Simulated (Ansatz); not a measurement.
## MoSeS monolayer, Janus under uniaxial strain along a, the zigzag direction, with the width clamped

Aim: how do the optical modes of MoSeS monolayer, Janus shift and split under this strain?

Program: Ansatz 0.2.0. Level of theory: DFT PBEsol, scalar-relativistic, plane waves, PAW; PAW set soft_1. Results are calculated unless marked as measured.

### Step 1. Set-up

The cell holds 3 atoms: 1 Mo, 1 S and 1 Se. Cell: a = 3.300 Å, b = 3.300 Å, c = 30.400 Å, α = 90.0°, β = 90.0°, γ = 120.0°. Vacuum lies along c. The height across the vacuum is the one that the program set for its solve, not the one typed.

### Step 2. A rough relaxation first

The start is far from rest, so a relaxation with loose tolerances brings it close first. The program lengthens the typed cell of 20.0 Å along the normal to 30.4 Å, as its cut-off of the electrostatics needs, and moves no atom.

File input.yaml:

```yaml
crystal:
  lattice:
    - [3.3, 0.0, 0.0]
    - [-1.65, 2.85788, 0.0]
    - [0.0, 0.0, 20.0]
  atoms:
    - { symbol: Mo, position: [0.333333, 0.666667, 0.5] }
    - { symbol: S, position: [0.666667, 0.333333, 0.58] }
    - { symbol: Se, position: [0.666667, 0.333333, 0.415] }
  periodic: [true, true, false]
kpoints:
  mp_grid: { grid: [9, 9, 1] }
hamiltonian:
  xc: pbesol
  pseudopotentials: { kind: paw, azcp: { folder: soft_1 }, xc_functional: pbe }
scf:
  occupations: { method: gaussian, width: 0.1 }
output:
  forces: true
  stress: true
  eigenvalues: true
relax:
  adjacent_minimum: "off"
  f_tol: 0.05
  max_steps: 80
  cell: { stress_2d_tol: 0.02 }
```

Run with:

```console
$ ansatz run input.yaml --threads 4 --pin off --max-ram 16384MiB --backend cpu --events-out ev --progress --plain --runs-dir out
```

Numbers of over 12 decimals in the logs are rounded to 6 here.

Output:

```text
[...]
F+E_penalty+E_count = -11209.08495025 eV   max|allowed force component| = 2.542e-3 eV/Å   (the final SCF, on the basis selected at the relaxed cell)
  cell:  # Å, volume = 270.0908 Å³
    - [3.202969, 0, 0]
    - [-1.601485, 2.773853, 0]
    - [0, 0, 30.4]
  atoms:
    - { symbol: Mo, position: [0.333333, 0.666667, 0.329746] }
    - { symbol: S, position: [0.666667, 0.333333, 0.379892] }
    - { symbol: Se, position: [0.666667, 0.333333, 0.273914] }
[key lines of the parts left out:]
SCF converged after 9 iterations
Free energy (F): -11209.084950 eV
Fermi energy:    -4.831213 eV
P = ½ c Tr σ = 0.0098 N/m
```

Elapsed: 19 s, on 4 threads of Arm Neoverse V1, shared host; peak memory 0.58 GiB.

The steps of the relaxation:

| step | energy less that of the first step (eV) | largest force component (eV/Å) | volume (Å³) |
| --- | --- | --- | --- |
| 1 | 0.0000 | 1.6052 | 286.70 |
| 2 | -0.1302 | 1.0418 | 270.38 |
| 3 | -0.1762 | 0.2169 | 267.86 |
| 4 | -0.1798 | 0.0286 | 270.56 |
| 5 | -0.1799 | 0.0023 | 270.09 |
| 6* | -0.1794 | 0.0025 | 270.09 |

Relaxation steps marked * repeat the geometry before them on a plane-wave basis chosen anew for their cell, so energy and pressure can jump there.

The run keeps the 6 symmetry operations that it works with, so distortions that break them were not tested.

| cell as run | before | after | change |
| --- | --- | --- | --- |
| a (Å) | 3.300 | 3.203 | -2.9 % |
| b (Å) | 3.300 | 3.203 | -2.9 % |

The atoms that moved most (Å, along periodic axes as changes of fractional coordinates times the final cell, across vacuum about the mean position):

| atom | dx | dy | dz | length |
| --- | --- | --- | --- | --- |
| S2 | 0.000 | 0.000 | -0.051 | 0.051 |
| Se3 | 0.000 | 0.000 | 0.027 | 0.027 |
| Mo1 | 0.000 | 0.000 | 0.024 | 0.024 |

The relaxed structure:

```xyz
3
Lattice="3.2030 0.0000 0.0000 -1.6015 2.7739 0.0000 0.0000 0.0000 30.4000" Properties=species:S:1:pos:R:3
Mo    0.0000    1.8492   10.0243
S     1.6015    0.9246   11.5487
Se    1.6015    0.9246    8.3270
```

Numbers from this step:

* gap on the k-mesh: 1.702 eV
* area per atom: 2.962 Å²

The relaxation ends with a largest force component of 0.0025 eV/Å.

### Step 3. Relaxation

Harmonic phonons are second derivatives at a point where the forces vanish, and they are wanted at zero stress, so atoms and cell are relaxed first.

File input.yaml:

```yaml
crystal:
  lattice:
    - [3.2029693327, 0.0, 0.0]
    - [-1.6014846663, 2.7738528096, 0.0]
    - [0.0, 0.0, 30.4]
  atoms:
    - { symbol: Mo, position: [0.3333333333, 0.6666666667, 0.3297463016] }
    - { symbol: S, position: [0.6666666667, 0.3333333333, 0.3798918377] }
    - { symbol: Se, position: [0.6666666667, 0.3333333333, 0.2739144923] }
  periodic: [true, true, false]
kpoints:
  mp_grid: { grid: [12, 12, 1] }
hamiltonian:
  xc: pbesol
  pseudopotentials: { kind: paw, azcp: { folder: soft_1 }, xc_functional: pbe }
scf:
  occupations: { method: gaussian, width: 0.02 }
output:
  forces: true
  stress: true
  eigenvalues: true
  write_density: true
  write_potential: true
  elf: true
  volumetric_format: npy
relax:
  adjacent_minimum: "off"
  f_tol: 0.005
  max_steps: 80
  cell: { stress_2d_tol: 0.02 }
```

Output:

```text
[...]
Crystal: 3 atoms, lattice volume = 270.091 Å³
Basis set: ecut = 420 eV, 5333 PW (Γ), exchange–correlation on 48×48×432 points (8 copies of the dense FFT grid, shifted against one another)
Bands: 22, of which v1, the nominal top of the filled ones, is band 18 counted from 1 (17 counted from 0)
Symmetry: 6 space group operations
[...]
k-points: 19 of 144 (time reversal used)
[...]
SCF iter   1: F=—  HF=-11210.342572 eV  |F-HF|=—  |Δ(HF+E_count)|=         —  Δρ=3.57e-2  dr2=5.11e0  ethr=3.10e-3  ⟨swp⟩=18.0  Hψ=3851  notcnv=0
[...]
SCF iter  11: F=-11209.085000 eV  HF=-11209.085000 eV  |F-HF|=3.95e-10  |Δ(HF+E_count)|=   2.35e-8  Δρ=4.88e-7  dr2=1.97e-9  ethr=2.47e-11  ⟨swp⟩=10.4  Hψ=3312  notcnv=0
SCF 1 converged in 11 iterations: F = -11209.085000 eV  dr2 = 1.97e-9
[...]
relax step   1: F+E_penalty+E_count = -11209.08499986 eV  Δ(F+E_penalty+E_count) = +0.000e0 eV  max|allowed force component| = 2.505e-3 eV/Å  Δτ_max = 0.0000 Å  P = +0.010 N/m  Ω = 270.091 Å³  fix = [c, alpha, beta]  reactions: c +0.000 N/m  (11 SCF iters, dr2 threshold 1.00e-7 eV, accepted)
[...]
SCF iter   1: F=—  HF=-11209.085003 eV  |F-HF|=—  |Δ(HF+E_count)|=         —  Δρ=1.22e-6  dr2=5.28e-9  ethr=2.46e-7  ⟨swp⟩=6.6  Hψ=5758  notcnv=0
eigensolver tolerance schedule: the retry pair's looser diagonalisation over-reported the residual by 16783.03 of it (diagonalisation noise at an unbounded share of the residual, at the tolerance the schedule requests for it); recorded, not acted on — ethr = c·dr2/N_el stays at c = 1.0e-1
[...]
SCF iter   2: F=—  HF=-11209.085000 eV  |F-HF|=—  |Δ(HF+E_count)|=   3.01e-6  Δρ=8.51e-7  dr2=9.78e-9  ethr=1.47e-11  ⟨swp⟩=6.7  Hψ=1661  notcnv=0
[...]
SCF iter   7: F=-11209.085000 eV  HF=-11209.085000 eV  |F-HF|=5.46e-11  |Δ(HF+E_count)|=  3.53e-10  Δρ=1.54e-8  dr2=1.13e-12  ethr=1.00e-12  ⟨swp⟩=11.2  Hψ=3120  notcnv=0
SCF 2 converged in 7 iterations: F = -11209.085000 eV  dr2 = 1.13e-12
relax step   2: F+E_penalty+E_count = -11209.08499987 eV  Δ(F+E_penalty+E_count) = -1.775e-9 eV  max|allowed force component| = 2.504e-3 eV/Å  Δτ_max = 0.0000 Å  P = +0.010 N/m  Ω = 270.091 Å³  fix = [c, alpha, beta]  reactions: c +0.000 N/m  stress off target by 9.97e-3 N/m on what of the cell is left free  SCF on the basis re-selected at this cell (its energy is not comparable with the rows above)  (7 SCF iters)
basis re-selected at this cell: Δ(F+E_penalty+E_count) = -1.775e-9 eV, ΔP = +0.000 N/m vs the last step (what re-selecting the basis moved, of the pressure what is left beyond the Pulay correction that the steps carried, after the strain that the cell walked since its last selection, with what the two solves' SCF thresholds leave and, on support functions, any second-order correction that the steps lacked; it is no m [...]
WARN: The output density's exchange-correlation potential varies sharply where the density is thin. Do not read a vacuum level from v_tot or v_xc, or from such a field of the output density. On a cell that repeats whose density bears no net charge and no dipole along the vacuum's axis use v_es (v_loc + v_h of the components); under efield.dipole_correction with no amplitude use v_es + v_field, which holds any externa [...]
SCF converged after 7 iterations
Free energy (F): -11209.085000 eV
[...]
Internal energy: -11209.085000 eV  (E = F + TS)
E sigma→0 (E₀):  -11209.085000 eV
Fermi energy:    -4.831212 eV
[...]
--- Forces (eV/Å), atoms counted from 1 ---
  atom   1  Mo     0.00000000    -0.00000000    -0.00103837
  atom   2  S      0.00000000     0.00000000     0.00250432
  atom   3  Se    -0.00000000     0.00000000    -0.00146635
  max |Σ_I F_I| component: 3.98e-7 eV/Å
--- 2D stress c σ (N/m, compression-positive) ---
        0.009973      -0.000000       0.000000
       -0.000000       0.009973       0.000000
        0.000000       0.000000       0.000000
  P = ½ c Tr σ = 0.0100 N/m
--- Band table (eV; the first three rows and the last of 19) ---
  k-point 0: bands = [... 14 lower, -7.6713, -6.8370, -6.8370, -5.7536, -2.7253, -2.7253, -2.3628, -2.3628]
  k-point 1: bands = [... 14 lower, -7.8792, -6.9794, -6.7582, -5.7783, -2.9213, -2.7838, -2.6284, -2.4365]
  k-point 2: bands = [... 14 lower, -7.9096, -7.2192, -6.8088, -5.9645, -3.4823, -3.0080, -2.8853, -2.1372]
  k-point 18: bands = [... 14 lower, -9.1594, -8.6500, -7.8155, -5.6821, -3.9803, -2.8375, -2.1950, -0.8101]
--- Relaxed structure (1 steps of the walk, 1 accepted, 1 SCFs on fresh bases) ---
[...]
cell:  # Å, volume = 270.0908 Å³
    - [3.202969, -2.8867490458900593e-11, 0.0]
    - [-1.601485, 2.773853, 0.0]
    - [0.0, 0.0, 30.4]
  atoms:
    - { symbol: Mo, position: [0.333333, 0.666667, 0.329746] }
    - { symbol: S, position: [0.666667, 0.333333, 0.379892] }
    - { symbol: Se, position: [0.666667, 0.333333, 0.273914] }
```

Wall time 10 s (4 threads); peak memory 0.6 GiB; 40 s of CPU time.

Little changed from the start: no atom moved by 0.005 Å and no cell edge by 0.1 %.

Electrostatic potential energy in the ac plane at fractional y = 0.333, with atoms of S and Se within 0.2 Å of it. With pseudopotentials it is smooth inside the atoms' cores, unlike the true potential.

Values in eV, 24 rows by 14 columns, each cell a mean:
```
  0   0   0   0   0   0   0   0   0   0   0   0   0   0
  0   0   0   0   0   0   0   0   0   0   0   0   0   0
  0   0   0   0   0   0   0   0   0   0   0   0   0   0
  0   0   0   0   0   0   0   0   0   0   0   0   0   0
  0   0   0   0   0   0   0   0   0   0   0   0   0   0
  0   0   0   0   0   0   0   0   0   0   0   0   0   0
  0   0   0   0   0   0   0   0   0   0   0   0   0   0
  0   0   0   0   0   0   0   0   0   0   0   0   0   0
  0   0   0   0   0   0   0   0   0   0   0   0   0   0
  0   0   0   0   0   0   0   0   0   0   0   0   0   0
  0   0   0   0   0   0   0   0   0   0   0   0   0   0
  0   0   0   0   0   0   0   0   0   0   0   0   0   0
  0   0   0   0   0   0   0   0   0   0   0   0   0   0
  0   0   0   0   0   0   0  -1  -1  -1  -1  -1  -1   0
 -5  -3  -2  -2  -3  -8 -16 -20 -21 -22 -22 -21 -18 -12
-10 -12 -13 -13 -11 -10 -12 -14 -15 -15 -15 -14 -13 -10
-11 -13 -14 -14 -12 -10 -11 -12 -13 -13 -13 -13 -12 -10
 -8  -4  -3  -3  -6 -13 -21 -19 -11  -7  -8 -15 -21 -17
 -1  -1  -1  -1  -1  -2  -2  -3  -4  -5  -5  -4  -3  -2
  0   0   0   0   0   0   0   0   0   0   0   0   0   0
  0   0   0   0   0   0   0   0   0   0   0   0   0   0
  0   0   0   0   0   0   0   0   0   0   0   0   0   0
  0   0   0   0   0   0   0   0   0   0   0   0   0   0
  0   0   0   0   0   0   0   0   0   0   0   0   0   0
```
Columns run along a (3.2 Å; values clipped at the 3rd and 97th percentile), rows up along c (30.4 Å). Atoms in or near the plane, at fractional coordinates: S at (0.67, 0.38), Se at (0.67, 0.27).

ELF in the ac plane at fractional y = 0.333, with atoms of S and Se within 0.2 Å of it. It is the smooth field of the valence electrons, not physical close to the nuclei.

Ten even steps from '0' (0.00) to '9' (0.84), each cell a mean:
```
00000000000000000
00000000000000000
00000000000000000
00000000000000000
00000000000000000
00000000000000000
00000000000000000
00000000000000000
00000000000000000
00000000000000000
00000000000000000
00000000000000000
00000000000000000
20000124678887754
74112589986556999
43222345665556665
33222345555555554
75213689875446898
31000146789999875
00000000011111100
00000000000000000
00000000000000000
00000000000000000
00000000000000000
```
Columns run along a (3.2 Å), rows up along c (30.4 Å). Atoms in or near the plane, at fractional coordinates: S at (0.67, 0.38), Se at (0.67, 0.27).

Valence density in the ac plane at fractional y = 0.333, with atoms of S and Se within 0.2 Å of it. It is the smooth field of the valence electrons, not physical close to the nuclei.

Values in e/Å³, 24 rows by 14 columns, each cell a mean:
```
 0  0  0  0  0  0  0  0  0  0  0  0  0  0
 0  0  0  0  0  0  0  0  0  0  0  0  0  0
 0  0  0  0  0  0  0  0  0  0  0  0  0  0
 0  0  0  0  0  0  0  0  0  0  0  0  0  0
 0  0  0  0  0  0  0  0  0  0  0  0  0  0
 0  0  0  0  0  0  0  0  0  0  0  0  0  0
 0  0  0  0  0  0  0  0  0  0  0  0  0  0
 0  0  0  0  0  0  0  0  0  0  0  0  0  0
 0  0  0  0  0  0  0  0  0  0  0  0  0  0
 0  0  0  0  0  0  0  0  0  0  0  0  0  0
 0  0  0  0  0  0  0  0  0  0  0  0  0  0
 0  0  0  0  0  0  0  0  0  0  0  0  0  0
 0  0  0  0  0  0  0  0  0  0  0  0  0  0
 0  0  0  0  0  0  0  0  0  0  0  0  0  0
 0  0  0  0  0  0  1  1  1  1  1  1  1  1
 0  0  0  0  0  0  1  1  1  1  1  1  1  0
 0  0  0  0  0  0  0  1  1  1  1  1  1  0
 0  0  0  0  0  0  1  3 11 22 17  6  2  1
 0  0  0  0  0  0  0  0  0  0  0  0  0  0
 0  0  0  0  0  0  0  0  0  0  0  0  0  0
 0  0  0  0  0  0  0  0  0  0  0  0  0  0
 0  0  0  0  0  0  0  0  0  0  0  0  0  0
 0  0  0  0  0  0  0  0  0  0  0  0  0  0
 0  0  0  0  0  0  0  0  0  0  0  0  0  0
```
Columns run along a (3.2 Å), rows up along c (30.4 Å). Atoms in or near the plane, at fractional coordinates: S at (0.67, 0.38), Se at (0.67, 0.27).

### Step 4. Tight relaxation

Phonons need small forces and stress, so the relaxation is finished with tight tolerances on 12×12×1 k points.

input.yaml, as its differences from that of step 3:

```diff
@@ -16,3 +16,3 @@
 scf:
-  occupations: { method: gaussian, width: 0.02 }
+  occupations: { method: fixed }
 output:
@@ -27,4 +27,4 @@
   adjacent_minimum: "off"
-  f_tol: 0.005
-  max_steps: 80
-  cell: { stress_2d_tol: 0.02 }
+  f_tol: 0.001
+  max_steps: 60
+  cell: { stress_2d_tol: 0.002 }
```

Output:

```text
[...]
Crystal: 3 atoms, lattice volume = 270.091 Å³
Basis set: ecut = 420 eV, 5333 PW (Γ), exchange–correlation on 48×48×432 points (8 copies of the dense FFT grid, shifted against one another)
Bands: 22, of which v1, the nominal top of the filled ones, is band 18 counted from 1 (17 counted from 0)
Symmetry: 6 space group operations
[...]
k-points: 19 of 144 (time reversal used)
[...]
--- Relaxed structure (3 steps of the walk, 3 accepted, 1 SCFs on fresh bases) ---
[...]
cell:  # Å, volume = 270.1142 Å³
    - [3.203108, -2.8868741925194358e-11, 0]
    - [-1.601554, 2.773973, 0]
    - [0, 0, 30.4]
  atoms:
    - { symbol: Mo, position: [0.333333, 0.666667, 0.329746] }
    - { symbol: S, position: [0.666667, 0.333333, 0.379894] }
    - { symbol: Se, position: [0.666667, 0.333333, 0.273913] }
[key lines of the parts left out:]
SCF converged after 10 iterations
Free energy (F): -11209.085000 eV
Fermi energy:    -5.682095 eV
P = ½ c Tr σ = -0.0007 N/m
```

It took 17 s on 4 threads; peak memory 0.6 GiB.

Little changed from the start: no atom moved by 0.005 Å and no cell edge by 0.1 %.

Numbers from this step:

```
gap on the k-mesh : 1.701 eV
```

Electrostatic potential energy in the ac plane at fractional y = 0.333, with atoms of S and Se within 0.2 Å of it. With pseudopotentials it is smooth inside the atoms' cores, unlike the true potential.

Values in eV, 24 rows by 14 columns, each cell a mean:
```
  0   0   0   0   0   0   0   0   0   0   0   0   0   0
  0   0   0   0   0   0   0   0   0   0   0   0   0   0
  0   0   0   0   0   0   0   0   0   0   0   0   0   0
  0   0   0   0   0   0   0   0   0   0   0   0   0   0
  0   0   0   0   0   0   0   0   0   0   0   0   0   0
  0   0   0   0   0   0   0   0   0   0   0   0   0   0
  0   0   0   0   0   0   0   0   0   0   0   0   0   0
  0   0   0   0   0   0   0   0   0   0   0   0   0   0
  0   0   0   0   0   0   0   0   0   0   0   0   0   0
  0   0   0   0   0   0   0   0   0   0   0   0   0   0
  0   0   0   0   0   0   0   0   0   0   0   0   0   0
  0   0   0   0   0   0   0   0   0   0   0   0   0   0
  0   0   0   0   0   0   0   0   0   0   0   0   0   0
  0   0   0   0   0   0   0  -1  -1  -1  -1  -1  -1   0
 -5  -3  -2  -2  -3  -8 -16 -20 -21 -22 -22 -21 -18 -12
-10 -12 -13 -13 -11 -10 -12 -14 -15 -15 -15 -14 -13 -10
-11 -13 -14 -14 -12 -10 -11 -12 -13 -13 -13 -13 -12 -10
 -8  -4  -3  -3  -6 -13 -21 -19 -11  -7  -8 -15 -21 -17
 -1  -1  -1  -1  -1  -2  -2  -3  -4  -5  -5  -4  -3  -2
  0   0   0   0   0   0   0   0   0   0   0   0   0   0
  0   0   0   0   0   0   0   0   0   0   0   0   0   0
  0   0   0   0   0   0   0   0   0   0   0   0   0   0
  0   0   0   0   0   0   0   0   0   0   0   0   0   0
  0   0   0   0   0   0   0   0   0   0   0   0   0   0
```
Columns run along a (3.2 Å; values clipped at the 3rd and 97th percentile), rows up along c (30.4 Å). Atoms in or near the plane, at fractional coordinates: S at (0.67, 0.38), Se at (0.67, 0.27).

ELF in the ac plane at fractional y = 0.333, with atoms of S and Se within 0.2 Å of it. It is the smooth field of the valence electrons, not physical close to the nuclei.

Values, 24 rows by 14 columns, each cell a mean:
```
0.00 0.00 0.00 0.00 0.00 0.00 0.00 0.00 0.00 0.00 0.00 0.00 0.00 0.00
0.00 0.00 0.00 0.00 0.00 0.00 0.00 0.00 0.00 0.00 0.00 0.00 0.00 0.00
0.00 0.00 0.00 0.00 0.00 0.00 0.00 0.00 0.00 0.00 0.00 0.00 0.00 0.00
0.00 0.00 0.00 0.00 0.00 0.00 0.00 0.00 0.00 0.00 0.00 0.00 0.00 0.00
0.00 0.00 0.00 0.00 0.00 0.00 0.00 0.00 0.00 0.00 0.00 0.00 0.00 0.00
0.00 0.00 0.00 0.00 0.00 0.00 0.00 0.00 0.00 0.00 0.00 0.00 0.00 0.00
0.00 0.00 0.00 0.00 0.00 0.00 0.00 0.00 0.00 0.00 0.00 0.00 0.00 0.00
0.00 0.00 0.00 0.00 0.00 0.00 0.00 0.00 0.00 0.00 0.00 0.00 0.00 0.00
0.00 0.00 0.00 0.00 0.00 0.00 0.00 0.00 0.00 0.00 0.00 0.00 0.00 0.00
0.00 0.00 0.00 0.00 0.00 0.00 0.00 0.00 0.00 0.00 0.00 0.00 0.00 0.00
0.00 0.00 0.00 0.00 0.00 0.00 0.00 0.00 0.00 0.00 0.00 0.00 0.00 0.00
0.00 0.00 0.00 0.00 0.00 0.00 0.00 0.00 0.00 0.00 0.00 0.00 0.00 0.00
0.00 0.00 0.00 0.00 0.00 0.01 0.02 0.04 0.06 0.07 0.06 0.05 0.03 0.01
0.15 0.04 0.01 0.02 0.09 0.27 0.46 0.60 0.67 0.70 0.69 0.64 0.54 0.38
0.60 0.29 0.13 0.17 0.45 0.74 0.83 0.76 0.57 0.48 0.51 0.66 0.81 0.81
0.34 0.25 0.22 0.23 0.30 0.43 0.53 0.57 0.52 0.46 0.48 0.55 0.56 0.48
0.32 0.25 0.23 0.24 0.29 0.38 0.45 0.48 0.47 0.45 0.46 0.48 0.48 0.42
0.62 0.36 0.19 0.24 0.50 0.72 0.76 0.68 0.51 0.39 0.44 0.59 0.73 0.76
0.26 0.09 0.03 0.05 0.17 0.41 0.60 0.71 0.77 0.79 0.79 0.75 0.67 0.52
0.01 0.00 0.00 0.00 0.01 0.02 0.05 0.09 0.13 0.15 0.14 0.11 0.07 0.04
0.00 0.00 0.00 0.00 0.00 0.00 0.00 0.00 0.00 0.00 0.00 0.00 0.00 0.00
0.00 0.00 0.00 0.00 0.00 0.00 0.00 0.00 0.00 0.00 0.00 0.00 0.00 0.00
0.00 0.00 0.00 0.00 0.00 0.00 0.00 0.00 0.00 0.00 0.00 0.00 0.00 0.00
0.00 0.00 0.00 0.00 0.00 0.00 0.00 0.00 0.00 0.00 0.00 0.00 0.00 0.00
```
Columns run along a (3.2 Å), rows up along c (30.4 Å). Atoms in or near the plane, at fractional coordinates: S at (0.67, 0.38), Se at (0.67, 0.27).

Valence density in the ac plane at fractional y = 0.333, with atoms of S and Se within 0.2 Å of it. It is the smooth field of the valence electrons, not physical close to the nuclei.

Values in e/Å³, 24 rows by 14 columns, each cell a mean:
```
 0  0  0  0  0  0  0  0  0  0  0  0  0  0
 0  0  0  0  0  0  0  0  0  0  0  0  0  0
 0  0  0  0  0  0  0  0  0  0  0  0  0  0
 0  0  0  0  0  0  0  0  0  0  0  0  0  0
 0  0  0  0  0  0  0  0  0  0  0  0  0  0
 0  0  0  0  0  0  0  0  0  0  0  0  0  0
 0  0  0  0  0  0  0  0  0  0  0  0  0  0
 0  0  0  0  0  0  0  0  0  0  0  0  0  0
 0  0  0  0  0  0  0  0  0  0  0  0  0  0
 0  0  0  0  0  0  0  0  0  0  0  0  0  0
 0  0  0  0  0  0  0  0  0  0  0  0  0  0
 0  0  0  0  0  0  0  0  0  0  0  0  0  0
 0  0  0  0  0  0  0  0  0  0  0  0  0  0
 0  0  0  0  0  0  0  0  0  0  0  0  0  0
 0  0  0  0  0  0  1  1  1  1  1  1  1  1
 0  0  0  0  0  0  1  1  1  1  1  1  1  0
 0  0  0  0  0  0  0  1  1  1  1  1  1  0
 0  0  0  0  0  0  1  3 11 22 17  6  2  1
 0  0  0  0  0  0  0  0  0  0  0  0  0  0
 0  0  0  0  0  0  0  0  0  0  0  0  0  0
 0  0  0  0  0  0  0  0  0  0  0  0  0  0
 0  0  0  0  0  0  0  0  0  0  0  0  0  0
 0  0  0  0  0  0  0  0  0  0  0  0  0  0
 0  0  0  0  0  0  0  0  0  0  0  0  0  0
```
Columns run along a (3.2 Å), rows up along c (30.4 Å). Atoms in or near the plane, at fractional coordinates: S at (0.67, 0.38), Se at (0.67, 0.27).

The largest force component left is 0.14 meV/Å, within the tolerances set.

[end of part 1 of 2]

[Logs are printed without paths, hosts, clocks, repeated set-up lines and the standing remarks that a program may print on its own settings, such as how far it seeks lower states.]

[Hosts, paths, dates, database ids (printed as entryN), source tags and the programs' standing remarks are cut or masked in the printed files.]
